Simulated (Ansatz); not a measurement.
# amorphous Si2O: which shell does photoemission see at 21.2 and 9251.7 eV? (PBE, PAW set soft_1)

The valence band of amorphous Si2O mixes several shells. Work out by hand which one leads the spectrum's area at each photon energy.

Filled states come from the projected DOS of Ansatz 0.2.0 (PBE, plane waves); cross sections σ and asymmetry parameters β are those of free atoms in a Dirac–Hartree–Slater calculation. A shell's area is states × σ × angular factor, which is 1 − β·P₂(cos θ)/2 for unpolarised light, with θ = 45° from the beam and P₂ = 0.250.

**At 21.2 eV** (states counted from 11.2 eV below the zero; other shells add 7 to the products' sum of 156):

```
shell  filled states a cell  cross section (Mb an electron)     β  angular factor  product  share by hand (%)  share in the simulated spectrum (%)
 O 2s                  1.93                               0  0.00            1.00        0                  0                                    0
 O 2p                 59.90                            2.73  0.81            0.90      147                 94                                   94
Si 3s                 24.79                           0.129  2.00            0.75      2.4                  2                                    2
```

**At 9251.7 eV** (states counted from 23.6 eV below the zero; other shells add 7.9e-06 to the products' sum of 0.000184):

| shell | filled states a cell | cross section (Mb an electron) | β | angular factor | product | share by hand (%) | share in the simulated spectrum (%) |
| --- | --- | --- | --- | --- | --- | --- | --- |
| O 2s | 19.60 | 4.78e-06 | 2.00 | 0.75 | 7.04e-05 | 38 | 38 |
| O 2p | 61.05 | 5.35e-08 | 0.08 | 0.99 | 3.23e-06 | 2 | 2 |
| Si 3s | 28.55 | 4.78e-06 | 2.00 | 0.75 | 0.000102 | 56 | 56 |

O 2p leads at 21.2 eV and Si 3s at 9251.7 eV. Between the two energies σ of O 2p changes by a factor 2.0e-8 and that of Si 3s by 3.7e-5, so their ratio moves 1890-fold in favour of the second. The simulated spectrum uses the same rule on the energy-resolved DOS, so the two share columns agree within a few points.

Only crystals where the two columns agree within 4 points and the lead is clear are worked in this form. Free-atom cross sections ignore the solid's final states, no escape depth or background enters, and the count of states a shell hangs on the projection.

[Logs are printed without paths, hosts, clocks, repeated set-up lines and the standing remarks that a program may print on its own settings, such as how far it seeks lower states.]
